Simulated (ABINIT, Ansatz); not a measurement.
An input for ABINIT 10.8.3 (K2TaNbO6 (Fm-3m)):

```
acell 3*1.0 Angstrom
rprim 
  -0.000000000000 4.044428000000 4.044428000000
  4.044428000000 -0.000000000000 4.044428000000
  4.044428000000 4.044428000000 -0.000000000000
ntypat 4
znucl 19 73 41 8
natom 10
typat 1 1 2 3 4 4 4 4 4 4
xred 
  0.250000000000 0.250000000000 0.250000000000
  0.750000000000 0.750000000000 0.750000000000
  0.500000000000 0.500000000000 0.500000000000
  0.000000000000 -0.000000000000 -0.000000000000
  0.749028000000 0.250972000000 0.250972000000
  0.250972000000 0.749028000000 0.749028000000
  0.250972000000 0.749028000000 0.250972000000
  0.749028000000 0.250972000000 0.749028000000
  0.250972000000 0.250972000000 0.749028000000
  0.749028000000 0.749028000000 0.250972000000
pp_dirpath "pseudos"
pseudos "K.upf, Ta.upf, Nb.upf, O.upf"
ecut 37
ngkpt 4 4 4
nshiftk 1
shiftk 0.11 0.21 0.31
kptopt 3
chksymbreak 0
istwfk *1
occopt 1
irdwfk 1
optdriver 99
bs_calctype 1
mbpt_sciss 1.437 eV
bs_loband 29
nband 49
bs_exchange_term 1
bs_coulomb_term 21
bs_coupling 0
bs_algorithm 2
bs_freq_mesh 0 9 0.05 eV
zcut 0.15 eV
ecuteps 3
ecutwfn 18.5
inclvkb 2
mdf_epsinf 6.08
irdden 1
bs_haydock_niter 300
bs_haydock_tol -0.02 0
indata_prefix "in"
outdata_prefix "out"
tmpdata_prefix "tmp"
```

```sh
OMP_NUM_THREADS=1 mpirun -n 4 abinit run.abi > log
```

How long will it take on 4 MPI ranks of Arm Neoverse V1, shared host, and how much memory?

It took 35 min; on shared hardware allow 18 min to 70 min. Peak host memory was 4.5 GiB.

The kernel grows as the square of the matrix size, and full diagonalisation as its cube.

[Paths, hosts, dates, memory and timing lines, banners, echoed tables and standing remarks are left out of the program output.]

[Logs are printed without paths, hosts, clocks, repeated set-up lines and the standing remarks that a program may print on its own settings, such as how far it seeks lower states.]

[Runs of the session that timed out or met a known fault of the program may be left out.]

[Hosts, paths, dates, database ids (printed as entryN), source tags and the programs' standing remarks are cut or masked in the printed files.]

[G0W0 gaps are taken among the corrected bands and points alone; a level outside them can change the order at an edge.]

[Where Ansatz stands beside ABINIT at settings called matched, ABINIT's density can come from a denser mesh and the files from another edition; pairs whose starting gaps differed by over 0.03 eV were left out, so agreement reads better than it is.]
